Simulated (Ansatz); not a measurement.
# Phonons of ZnS (Wurtzite-2H, P6_3mc) against volume, part 2 of 2

Aim: how do the optical modes of ZnS (Wurtzite-2H, P6_3mc) move with volume?

Ansatz 0.2.0; DFT LDA, scalar-relativistic, plane waves, PAW; PAW set soft_1.

So far, mean high-frequency dielectric constant: step 4 (modes at rest) 6.10; step 6 (volume ratio 1.06) 6.13.

The database entry behind the starting cell differs from later determinations by our own check (about 0.4 % short), so it need not match the best structure at ambient conditions.

## Step 8: Modes of this member: 0.9 times the volume at rest

The zone-centre modes follow for 0.9 times the volume at rest, with the response to a field.

input.yaml reads:

```yaml
crystal:
  lattice:
    - [3.6022437899, 0.0, 0.0]
    - [-1.801121895, 3.1196346327, 0.0]
    - [0.0, 0.0, 5.9536202952]
  atoms:
    - { symbol: S, position: [0.3333333333, 0.6666666667, 0.3784410344] }
    - { symbol: S, position: [0.6666666667, 0.3333333333, 0.8784410344] }
    - { symbol: Zn, position: [0.3333333333, 0.6666666667, 0.0065589656] }
    - { symbol: Zn, position: [0.6666666667, 0.3333333333, 0.5065589656] }
kpoints:
  mp_grid: { grid: [12, 12, 8] }
hamiltonian:
  xc: lda
  pseudopotentials: { kind: paw, azcp: { folder: soft_1 }, xc_functional: pbe }
scf:
  occupations: { method: fixed }
output:
  eigenvalues: true
phonons:
  method: dfpt
  dielectric: true
  rigid_motions: translations
```

Started as:

```
$ ansatz run input.yaml --threads 8 --pin off --max-ram 16384MiB --backend cpu --events-out ev --progress --plain --runs-dir out
```

Run time: 92 s. Hardware: 8 threads of Arm Neoverse V1, shared host; peak memory 2.2 GiB.

Numbers from this step:

| Item | Value |
| --- | --- |
| sum-rule residual before enforcement | 2.85e-4 eV/Å² |
| miss of the charge sum rule | 9.07e-4 e |
| estimated error of the dielectric tensor | 0.01769 |
| estimated error of the Born charges | 0.01331 e |
| highest optical mode at the zone centre (no LO-TO term) | 406.6 cm⁻¹ |
| lowest optical zone-centre mode | 53.91 cm⁻¹ |
| mean high-frequency dielectric constant | 6.162 |
| largest Born charge (third of the trace) | -1.708 e |
| mean static dielectric constant | 7.809 |
| top of the zone-centre spectrum with the field | 406.6 cm⁻¹ |

Without the LO-TO term. Patterns of degenerate modes are one choice out of their space. The modes at Γ (shares of kinetic energy by element, %):

| mode | frequency (cm⁻¹) | symmetry | S % | Zn % |
| --- | --- | --- | --- | --- |
| 1 | 0.0 | acoustic | 33 | 67 |
| 2 | 0.0 | acoustic | 33 | 67 |
| 3 | 0.0 | acoustic | 33 | 67 |
| 4 | 53.9 | E2 | 29 | 71 |
| 5 | 53.9 | E2 | 29 | 71 |
| 6 | 220.6 | B1 | 7 | 93 |
| 7 | 347.2 | E1 | 67 | 33 |
| 8 | 347.2 | E1 | 67 | 33 |
| 9 | 349.7 | A1 | 67 | 33 |
| 10 | 357.5 | E2 | 71 | 29 |
| 11 | 357.5 | E2 | 71 | 29 |
| 12 | 406.6 | B1 | 93 | 7 |

Displacements in mode 5 (53.9 cm⁻¹), the largest set to 1:
```
S1   0.90  0.87  0.00
S2  -0.90 -0.87  0.00
Zn3 -1.00 -0.96  0.00
Zn4  1.00  0.96  0.00
```

Displacements in mode 9 (349.7 cm⁻¹), the largest set to 1:
```
S1   0.00  0.00  1.00
S2   0.00  0.00  1.00
Zn3  0.00  0.00 -0.49
Zn4  0.00  0.00 -0.49
```

Transverse modes. Infrared lines, with heights relative to the strongest:

| position (cm⁻¹) | label | relative intensity |
| --- | --- | --- |
| 54 | E2 | 0.0 |
| 221 | B1 | 0.0 |
| 347 | E1 | 100 |
| 350 | A1 | 57 |
| 358 | E2 | 0.0 |
| 407 | B1 | 0.0 |

Without the LO-TO term the lowest optical mode is real, 53.9 cm⁻¹, and the highest lies at 406.6 cm⁻¹.

## Step 9: The series together

The members are set side by side, also those not shown above.

Each row is one cell with its response, relaxed at fixed volume as far as symmetry leaves anything free; energies are extrapolated to zero smearing, and E0 is that at rest; the axis is the Cartesian z axis of the cell; shape and atoms are relaxed in each cell where symmetry leaves them free. State of the crystal along the series:

```csv
volume ratio,V (Å³/atom),pressure (GPa),E - E0 (meV/atom),first cell vector (Å),third cell vector (Å),gap on mesh (eV),ε∞ along the axis,"ε∞ across the axis, mean",ε0 along the axis,"ε0 across the axis, mean","largest Born charge in size, a third of the trace (e)","top mode with the field, highest of q along x, y and z (cm⁻¹)"
0.9,16.73,11.42,60.22,3.602,5.954,2.66,6.277,6.104,8.05,7.689,1.708,406.6
0.92,17.1,8.611,37.05,3.631,5.991,2.562,6.248,6.085,8.195,7.813,1.743,393.8
0.94,17.47,6.093,20.04,3.658,6.029,2.465,6.226,6.071,8.359,7.952,1.776,381.7
0.96,17.84,3.836,8.572,3.686,6.067,2.37,6.209,6.062,8.54,8.105,1.808,370.2
0.98,18.21,1.812,2.062,3.712,6.105,2.277,6.198,6.059,8.739,8.274,1.838,359.3
0.99,18.4,0.8802,0.5053,3.725,6.124,2.231,6.194,6.058,8.847,8.363,1.853,353.9
1,18.59,-0.002843,0,3.738,6.143,2.186,6.194,6.06,8.96,8.459,1.868,348.9
1.02,18.96,-1.631,1.931,3.764,6.181,2.097,6.191,6.065,9.198,8.659,1.897,339.9
1.04,19.33,-3.092,7.442,3.789,6.218,2.01,6.197,6.075,9.458,8.877,1.924,332.1
1.06,19.7,-4.403,16.16,3.814,6.256,1.926,6.206,6.089,9.742,9.114,1.951,324.8
```

Without the LO-TO term; each mode is tracked from rest by its pattern, and modes that stay within 0.3 cm⁻¹ of each other stand once; shape and atoms are relaxed in each cell where symmetry leaves them free. Optical modes along the series:

```csv
V (Å³/atom),mode 4 E2 (cm⁻¹),mode 6 B1 (cm⁻¹),mode 7 A1 (cm⁻¹),mode 8 E1 (cm⁻¹),mode 10 E2 (cm⁻¹),mode 12 B1 (cm⁻¹)
16.73,53.91,220.6,349.7,347.2,357.5,406.6
17.1,58.63,216.1,336.4,335.7,345,393.8
17.47,62.49,211.8,323.8,324.6,332.9,381.7
17.84,65.68,207.7,311.8,313.8,321.3,370.2
18.21,68.34,203.7,300.3,303.5,310,359.3
18.4,69.53,201.7,294.7,298.5,304.6,353.9
18.59,70.57,199.8,289.4,293.5,299.1,348.9
18.96,72.44,196,278.8,283.8,288.6,339
19.33,74,192.3,268.8,274.5,278.5,329.6
19.7,75.28,188.6,259.1,265.5,268.6,320.6
```

From cubic fits (parabolas where under five rows exist) of ln ω and P against ln V through the rows within about 4 % of rest: γ = −d ln ω / d ln V and dω/dP = γ ω / B. Slopes at rest:

```csv
mode,fitted frequency at rest (cm⁻¹),Grüneisen parameter γ,dω/dP (cm⁻¹/GPa)
mode 4 E2,70.6,-1.44,-1.18
mode 6 B1,199.8,0.96,2.23
mode 7 A1,289.3,1.85,6.23
mode 8 E1,293.5,1.68,5.72
mode 10 E2,299.1,1.79,6.22
mode 12 B1,348.8,1.45,5.89
```

## Step 10: What came out

```
members                                                          : 10
highest optical mode at the zone centre (no LO-TO term), at rest : 348.9 cm⁻¹
bulk modulus at rest                                             : 86.0 GPa
mode 7 A1, γ                                                     : 1.85
mode 8 E1, γ                                                     : 1.68
mode 10 E2, γ                                                    : 1.79
mode 12 B1, γ                                                    : 1.45
```

In words: The series spans -4.4 to 11.4 GPa, and the slope at rest gives a bulk modulus of 86 GPa. Among the modes in the table of slopes γ runs from -1.44 (mode 4 E2) to 1.85 (mode 7 A1). A negative γ means that the mode softens under pressure. ε∞ along z is 6.19 at rest, with d ln ε∞ / d ln V = -0.03. One k mesh and one cutoff serve the ground states and modes of all volumes; the field response picks its own mesh. These are harmonic frequencies at zero temperature: anharmonic shifts, linewidths and thermal expansion are left out. The PAW files were made for PBE; the program adapts parts of them to the functional of the run, but their partial waves stay those of PBE, an approximation that was not tested in this session. Only the zone centre was solved, so an instability at another wavevector cannot show here.

[Logs are printed without paths, hosts, clocks, repeated set-up lines and the standing remarks that a program may print on its own settings, such as how far it seeks lower states.]

[Hosts, paths, dates, database ids (printed as entryN), source tags and the programs' standing remarks are cut or masked in the printed files.]
